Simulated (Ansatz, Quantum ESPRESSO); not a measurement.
# Be chain with one bond drawn out by 2.0 Å: ballistic transmission, part 2 of 4

How well does the junction conduct in the ballistic limit? It is: Be chain with one bond drawn out by 2.0 Å.

Quantum ESPRESSO 7.5; plane-wave DFT, LDA, GBRV ultrasoft pseudopotentials; cross-check by Ansatz 0.2.0 with PAW datasets.

So far. Step 2 (Self-consistent run): The run needed 22 iterations to bring the estimated error under 1e-07 Ry; the largest force on any atom, held or free, is 0.77 eV/Å.

## (3) Transmission with pwcond.x

Level of this step: transmission by pwcond, lead and junction from one cell; plane-wave DFT, LDA, GBRV ultrasoft pseudopotentials (Quantum ESPRESSO).

prefixt takes both regions from one run: the lead from 0 to bdl, the scattering region from bdl to bds (units of alat). ikind = 1 puts the same lead on both sides. The program's T_tot counts both spins in a run without spin; the tables below give T per spin.

cond.in

```
&inputcond
  outdir = './out'
  prefixt = 'scf'
  tran_file = 'cond.dat'
  bdl = 0.5733333333
  bds = 3.1333333333
  ikind = 1
  ewind = 4.0
  epsproj = 1e-05
  nz1 = 7
  energy0 = 2.0
  denergy = -0.1
/
1
  0.00000000 0.00000000 1.00000000
41
```

Launch:

```
OMP_NUM_THREADS=1 mpirun -n 2 pwcond.x -in cond.in > cond.out
```

Log:

```text
[banner, memory and clock lines left out]
Program PWCOND v.7.5 starts

          URL

     ./out/scf.save/

     IMPORTANT: XC functional enforced from input :
     Exchange-correlation= PZ
                           (   1   1   0   0   0   0   0)
     Any further DFT definition will be discarded
     Please, verify this is what you really want

     negative rho (up, down):  9.311E-03 0.000E+00
     Reading collected, re-writing distributed wavefunctions

===== INPUT FILE containing all the regions =====

     GEOMETRY:

     lattice parameter (alat)  =      14.1729  a.u.
     the volume                =    8920.4547 (a.u.)^3
     the cross section         =     200.8724 (a.u.)^2
     l of the unit cell        =       3.1333 (alat)
     number of atoms/cell      =           10
     number of atomic types    =            1

     crystal axes: (cart. coord. in units of alat)
               a(1) = (  1.0000  0.0000  0.0000 )
               a(2) = (  0.0000  1.0000  0.0000 )
               a(3) = (  0.0000  0.0000  3.1333 )

   Cartesian axes

     site n.     atom                  positions (alat units)
          1        Be     tau(  1)=(  0.5000  0.5000  3.1333  )
          2        Be     tau(  2)=(  0.5000  0.5000  0.2867  )
          3        Be     tau(  3)=(  0.5000  0.5000  0.5733  )
          4        Be     tau(  4)=(  0.5000  0.5000  0.8600  )
          5        Be     tau(  5)=(  0.5000  0.5000  1.1467  )
          6        Be     tau(  6)=(  0.5000  0.5000  1.7000  )
          7        Be     tau(  7)=(  0.5000  0.5000  1.9867  )
          8        Be     tau(  8)=(  0.5000  0.5000  2.2733  )
          9        Be     tau(  9)=(  0.5000  0.5000  2.5600  )
         10        Be     tau( 10)=(  0.5000  0.5000  2.8467  )

     nr1s                      =           54
     nr2s                      =           54
     nr3s                      =          180
     nr1sx                     =           54
     nr2sx                     =           54
     nr3sx                     =          180
     nr1                       =           60
     nr2                       =           60
     nr3                       =          192
     nr1x                      =           60
     nr2x                      =           60
     nr3x                      =          192

 _______________________________
  Radii of nonlocal spheres:

     type       ibeta     ang. mom.          radius (alat units)
       Be         1         0                    0.1141
       Be         2         0                    0.1141
       Be         3         0                    0.1141
       Be         4         1                    0.1141
       Be         5         1                    0.1141
       Be         6         2                    0.1141
----- General information -----

--- T calc. with identical leads (ikind=1) ---

     nrx                       =           54
     nry                       =           54
     nz1                       =            7

     energy0               =         2.0E+00
     denergy               =        -1.0E-01
     nenergy               =         41
     ecut2d                =         3.4E+01
     ewind                 =         4.0E+00
     epsproj               =         1.0E-05

     number of k_|| points=    1
                       cryst. coord.
        k(    1) = (   0.0000000   0.0000000), wk =   1.0000000
----- Information about left/right lead -----

     nocros                   =           14
     noins                    =           14
     norb                     =           42
     norbf                    =          126
     nrz                      =           33

      iorb      type   ibeta   ang. mom.   m       position (alat)
        1        1       1        0        1   taunew(   1)=(  0.5000  0.5000  0.0000)
        2        1       2        0        1   taunew(   2)=(  0.5000  0.5000  0.0000)
        3        1       3        0        1   taunew(   3)=(  0.5000  0.5000  0.0000)
        4        1       4        1        1   taunew(   4)=(  0.5000  0.5000  0.0000)
        5        1       4        1        2   taunew(   5)=(  0.5000  0.5000  0.0000)
        6        1       4        1        3   taunew(   6)=(  0.5000  0.5000  0.0000)
        7        1       5        1        1   taunew(   7)=(  0.5000  0.5000  0.0000)
        8        1       5        1        2   taunew(   8)=(  0.5000  0.5000  0.0000)
        9        1       5        1        3   taunew(   9)=(  0.5000  0.5000  0.0000)
       10        1       6        2        1   taunew(  10)=(  0.5000  0.5000  0.0000)
       11        1       6        2        2   taunew(  11)=(  0.5000  0.5000  0.0000)
       12        1       6        2        3   taunew(  12)=(  0.5000  0.5000  0.0000)
       13        1       6        2        4   taunew(  13)=(  0.5000  0.5000  0.0000)
       14        1       6        2        5   taunew(  14)=(  0.5000  0.5000  0.0000)
       15        1       1        0        1   taunew(  15)=(  0.5000  0.5000  0.2867)
       16        1       2        0        1   taunew(  16)=(  0.5000  0.5000  0.2867)
       17        1       3        0        1   taunew(  17)=(  0.5000  0.5000  0.2867)
       18        1       4        1        1   taunew(  18)=(  0.5000  0.5000  0.2867)
       19        1       4        1        2   taunew(  19)=(  0.5000  0.5000  0.2867)
       20        1       4        1        3   taunew(  20)=(  0.5000  0.5000  0.2867)
       21        1       5        1        1   taunew(  21)=(  0.5000  0.5000  0.2867)
       22        1       5        1        2   taunew(  22)=(  0.5000  0.5000  0.2867)
       23        1       5        1        3   taunew(  23)=(  0.5000  0.5000  0.2867)
       24        1       6        2        1   taunew(  24)=(  0.5000  0.5000  0.2867)
       25        1       6        2        2   taunew(  25)=(  0.5000  0.5000  0.2867)
       26        1       6        2        3   taunew(  26)=(  0.5000  0.5000  0.2867)
       27        1       6        2        4   taunew(  27)=(  0.5000  0.5000  0.2867)
       28        1       6        2        5   taunew(  28)=(  0.5000  0.5000  0.2867)
       29        1       1        0        1   taunew(  29)=(  0.5000  0.5000  0.5733)
       30        1       2        0        1   taunew(  30)=(  0.5000  0.5000  0.5733)
       31        1       3        0        1   taunew(  31)=(  0.5000  0.5000  0.5733)
       32        1       4        1        1   taunew(  32)=(  0.5000  0.5000  0.5733)
       33        1       4        1        2   taunew(  33)=(  0.5000  0.5000  0.5733)
       34        1       4        1        3   taunew(  34)=(  0.5000  0.5000  0.5733)
[...]
101        1       3        0        1   taunew( 101)=(  0.5000  0.5000  2.2733)
      102        1       4        1        1   taunew( 102)=(  0.5000  0.5000  2.2733)
      103        1       4        1        2   taunew( 103)=(  0.5000  0.5000  2.2733)
      104        1       4        1        3   taunew( 104)=(  0.5000  0.5000  2.2733)
      105        1       5        1        1   taunew( 105)=(  0.5000  0.5000  2.2733)
      106        1       5        1        2   taunew( 106)=(  0.5000  0.5000  2.2733)
      107        1       5        1        3   taunew( 107)=(  0.5000  0.5000  2.2733)
      108        1       6        2        1   taunew( 108)=(  0.5000  0.5000  2.2733)
      109        1       6        2        2   taunew( 109)=(  0.5000  0.5000  2.2733)
      110        1       6        2        3   taunew( 110)=(  0.5000  0.5000  2.2733)
      111        1       6        2        4   taunew( 111)=(  0.5000  0.5000  2.2733)
      112        1       6        2        5   taunew( 112)=(  0.5000  0.5000  2.2733)
      113        1       1        0        1   taunew( 113)=(  0.5000  0.5000  2.5600)
      114        1       2        0        1   taunew( 114)=(  0.5000  0.5000  2.5600)
      115        1       3        0        1   taunew( 115)=(  0.5000  0.5000  2.5600)
      116        1       4        1        1   taunew( 116)=(  0.5000  0.5000  2.5600)
      117        1       4        1        2   taunew( 117)=(  0.5000  0.5000  2.5600)
      118        1       4        1        3   taunew( 118)=(  0.5000  0.5000  2.5600)
      119        1       5        1        1   taunew( 119)=(  0.5000  0.5000  2.5600)
      120        1       5        1        2   taunew( 120)=(  0.5000  0.5000  2.5600)
      121        1       5        1        3   taunew( 121)=(  0.5000  0.5000  2.5600)
      122        1       6        2        1   taunew( 122)=(  0.5000  0.5000  2.5600)
      123        1       6        2        2   taunew( 123)=(  0.5000  0.5000  2.5600)
      124        1       6        2        3   taunew( 124)=(  0.5000  0.5000  2.5600)
      125        1       6        2        4   taunew( 125)=(  0.5000  0.5000  2.5600)
      126        1       6        2        5   taunew( 126)=(  0.5000  0.5000  2.5600)
 ngper, shell number =          545          70
 ngper, n2d =          545         135
---  E-Ef =    2.0000000  k =    0.0000000   0.0000000
---  ie =          1  ik =          1
 Nchannels of the left tip =            2
 Right moving states:
   k1(2pi/a)   k2(2pi/a)   E-Ef (eV)
   0.4907430  -0.0000027   2.0000000
   0.4907430  -0.0000027   2.0000000
 Left moving states:
   k1(2pi/a)   k2(2pi/a)   E-Ef (eV)
  -0.4907430  -0.0000027   2.0000000
  -0.4907430  -0.0000027   2.0000000

 to transmit
 Band j to band i transmissions and reflections:
    j         i     |T_ij|^2    |R_ij|^2

    1 -->     1     0.06575     0.00066
    1 -->     2     0.00000     0.93359
   Total T_j, R_j =    0.06575  0.93425

    2 -->     1     0.00000     0.93359
    2 -->     2     0.06575     0.00066
   Total T_j, R_j =    0.06575  0.93425

E-Ef(ev), T(x2 spins) =    2.0000000   0.2630126
---  E-Ef =    1.9000000  k =    0.0000000   0.0000000
---  ie =          2  ik =          1
 Nchannels of the left tip =            2
 Right moving states:
   k1(2pi/a)   k2(2pi/a)   E-Ef (eV)
   0.4770011  -0.0000027   1.9000000
   0.4770011  -0.0000027   1.9000000
 Left moving states:
   k1(2pi/a)   k2(2pi/a)   E-Ef (eV)
  -0.4770010  -0.0000027   1.9000000
  -0.4770010  -0.0000027   1.9000000

 to transmit
 Band j to band i transmissions and reflections:
    j         i     |T_ij|^2    |R_ij|^2

    1 -->     1     0.08598     0.00119
    1 -->     2     0.00000     0.91282
   Total T_j, R_j =    0.08598  0.91402

    2 -->     1     0.00000     0.91282
    2 -->     2     0.08598     0.00119
   Total T_j, R_j =    0.08598  0.91402

E-Ef(ev), T(x2 spins) =    1.9000000   0.3439290
---  E-Ef =    1.8000000  k =    0.0000000   0.0000000
---  ie =          3  ik =          1
 Nchannels of the left tip =            2
 Right moving states:
   k1(2pi/a)   k2(2pi/a)   E-Ef (eV)
   0.4631290  -0.0000027   1.8000000
   0.4631290  -0.0000027   1.8000000
 Left moving states:
   k1(2pi/a)   k2(2pi/a)   E-Ef (eV)
  -0.4631290  -0.0000027   1.8000000
  -0.4631290  -0.0000027   1.8000000

 to transmit
 Band j to band i transmissions and reflections:
    j         i     |T_ij|^2    |R_ij|^2

    1 -->     1     0.08867     0.00128
    1 -->     2     0.00000     0.91006
   Total T_j, R_j =    0.08867  0.91133

    2 -->     1     0.00000     0.91006
    2 -->     2     0.08867     0.00128
   Total T_j, R_j =    0.08867  0.91133

E-Ef(ev), T(x2 spins) =    1.8000000   0.3546752
[... further energies and points left out ...]
---  E-Ef =   -1.8000000  k =    0.0000000   0.0000000
---  ie =         39  ik =          1
 Nchannels of the left tip =            1
 Right moving states:
   k1(2pi/a)   k2(2pi/a)   E-Ef (eV)
  -0.3601232   0.0000598  -1.8000000
 Left moving states:
   k1(2pi/a)   k2(2pi/a)   E-Ef (eV)
   0.3601232   0.0000598  -1.8000000

 to transmit
 Band j to band i transmissions and reflections:
    j         i     |T_ij|^2    |R_ij|^2

    1 -->     1     0.02598     0.97402
   Total T_j, R_j =    0.02598  0.97402

E-Ef(ev), T(x2 spins) =   -1.8000000   0.0519649
---  E-Ef =   -1.9000000  k =    0.0000000   0.0000000
---  ie =         40  ik =          1
 Nchannels of the left tip =            1
 Right moving states:
   k1(2pi/a)   k2(2pi/a)   E-Ef (eV)
  -0.3768905   0.0000593  -1.9000000
 Left moving states:
   k1(2pi/a)   k2(2pi/a)   E-Ef (eV)
   0.3768905   0.0000593  -1.9000000

 to transmit
 Band j to band i transmissions and reflections:
    j         i     |T_ij|^2    |R_ij|^2

    1 -->     1     0.02453     0.97547
   Total T_j, R_j =    0.02453  0.97547

E-Ef(ev), T(x2 spins) =   -1.9000000   0.0490559
---  E-Ef =   -2.0000000  k =    0.0000000   0.0000000
---  ie =         41  ik =          1
 Nchannels of the left tip =            1
 Right moving states:
   k1(2pi/a)   k2(2pi/a)   E-Ef (eV)
  -0.3938509   0.0000589  -2.0000000
 Left moving states:
   k1(2pi/a)   k2(2pi/a)   E-Ef (eV)
   0.3938509   0.0000589  -2.0000000

 to transmit
 Band j to band i transmissions and reflections:
    j         i     |T_ij|^2    |R_ij|^2

    1 -->     1     0.02356     0.97644
   Total T_j, R_j =    0.02356  0.97644

E-Ef(ev), T(x2 spins) =   -2.0000000   0.0471224
   T_tot     2.00000      0.26301E+00
   T_tot     1.90000      0.34393E+00
   T_tot     1.80000      0.35468E+00
   T_tot     1.70000      0.34377E+00
   T_tot     1.60000      0.31988E+00
   T_tot     1.50000      0.28842E+00
   T_tot     1.40000      0.25474E+00
   T_tot     1.30000      0.22324E+00
   T_tot     1.20000      0.19661E+00
   T_tot     1.10000      0.17576E+00
   T_tot     1.00000      0.16018E+00
   T_tot     0.90000      0.14790E+00
   T_tot     0.80000      0.13531E+00
   T_tot     0.70000      0.11811E+00
   T_tot     0.60000      0.95577E-01
   T_tot     0.50000      0.73297E-01
   T_tot     0.40000      0.58039E-01
   T_tot     0.30000      0.54727E-01
   T_tot     0.20000      0.82554E-01
   T_tot     0.10000      0.00000E+00
   T_tot    -0.00000      0.00000E+00
   T_tot    -0.10000      0.00000E+00
   T_tot    -0.20000      0.79328E-01
   T_tot    -0.30000      0.20807E+00
   T_tot    -0.40000      0.18274E+00
   T_tot    -0.50000      0.14793E+00
   T_tot    -0.60000      0.12112E+00
   T_tot    -0.70000      0.10232E+00
   T_tot    -0.80000      0.89470E-01
   T_tot    -0.90000      0.80816E-01
   T_tot    -1.00000      0.75080E-01
   T_tot    -1.10000      0.71317E-01
   T_tot    -1.20000      0.68762E-01
   T_tot    -1.30000      0.66733E-01
   T_tot    -1.40000      0.64644E-01
   T_tot    -1.50000      0.62083E-01
   T_tot    -1.60000      0.58938E-01
   T_tot    -1.70000      0.55421E-01
   T_tot    -1.80000      0.51965E-01
   T_tot    -1.90000      0.49056E-01
   T_tot    -2.00000      0.47122E-01

Note: The following floating-point exceptions are signalling: IEEE_UNDERFLOW_FLAG
Note: The following floating-point exceptions are signalling: IEEE_UNDERFLOW_FLAG
```

It took 3.3 min on 2 MPI ranks of Arm Neoverse V1, shared host; peak memory 0.38 GiB; 6.5 min of CPU time.

Read from the output:

```
lead channels at the Fermi level, one spin : 0
transmission at the Fermi level, one spin  : 0
conductance                                : 0 G₀
```

Per spin. Table of open channels by energy, zero at the Fermi level:

energy (eV), open channels and a bar:
```
    -2.00       1.00 ###############
    -1.90       1.00 ###############
    -1.80       1.00 ###############
    -1.70       1.00 ###############
    -1.60       1.00 ###############
    -1.50       1.00 ###############
    -1.40       1.00 ###############
    -1.20       1.00 ###############
    -1.10       1.00 ###############
    -1.00       1.00 ###############
    -0.90       1.00 ###############
    -0.80       1.00 ###############
    -0.70       1.00 ###############
    -0.60       1.00 ###############
    -0.50       1.00 ###############
    -0.40       1.00 ###############
    -0.30       1.00 ###############
    -0.20       1.00 ###############
    -0.10       0.00 
     0.00       0.00 
     0.10       0.00 
     0.20       2.00 ##############################
     0.30       2.00 ##############################
     0.40       2.00 ##############################
     0.50       2.00 ##############################
     0.60       2.00 ##############################
     0.70       2.00 ##############################
     0.80       2.00 ##############################
     0.90       2.00 ##############################
     1.00       2.00 ##############################
     1.10       2.00 ##############################
     1.20       2.00 ##############################
     1.40       2.00 ##############################
     1.50       2.00 ##############################
     1.60       2.00 ##############################
     1.70       2.00 ##############################
     1.80       2.00 ##############################
     1.90       2.00 ##############################
     2.00       2.00 ##############################
```

Per spin. Table of transmission by energy, zero at the Fermi level:

```
energy (eV)  transmission
      -2.00        0.0236
      -1.80        0.0260
      -1.60        0.0295
      -1.40        0.0323
      -1.20        0.0344
      -1.00        0.0375
      -0.90        0.0404
      -0.70        0.0512
      -0.50        0.0740
      -0.30         0.104
      -0.10             0
       0.00             0
       0.10             0
       0.30        0.0274
       0.50        0.0366
       0.70        0.0591
       0.90        0.0740
       1.00        0.0801
       1.20        0.0983
       1.40         0.127
       1.60         0.160
       1.80         0.177
       2.00         0.132
```

The program's own clock; routines nest. Time by routine:

```
     routine  wall time (s)  calls
      PWCOND          195.3      1
scatter_forw          164.9     82
       local          14.41      1
      compbs          13.15     41
    compbs_2          10.56     41
        init           0.79      1
       poten           0.08      1
```

At no point does T exceed the number of channels.

(Part 2 of 4 ends here.)

[Logs are printed without paths, hosts, clocks, repeated set-up lines and the standing remarks that a program may print on its own settings, such as how far it seeks lower states.]

[Hosts, paths, dates, database ids (printed as entryN), source tags and the programs' standing remarks are cut or masked in the printed files.]

[Maps of the electrostatic potential energy from Ansatz leave out the sawtooth potential of an applied field or a dipole correction, so their vacuum need not be flat; planar profiles and work functions include it.]
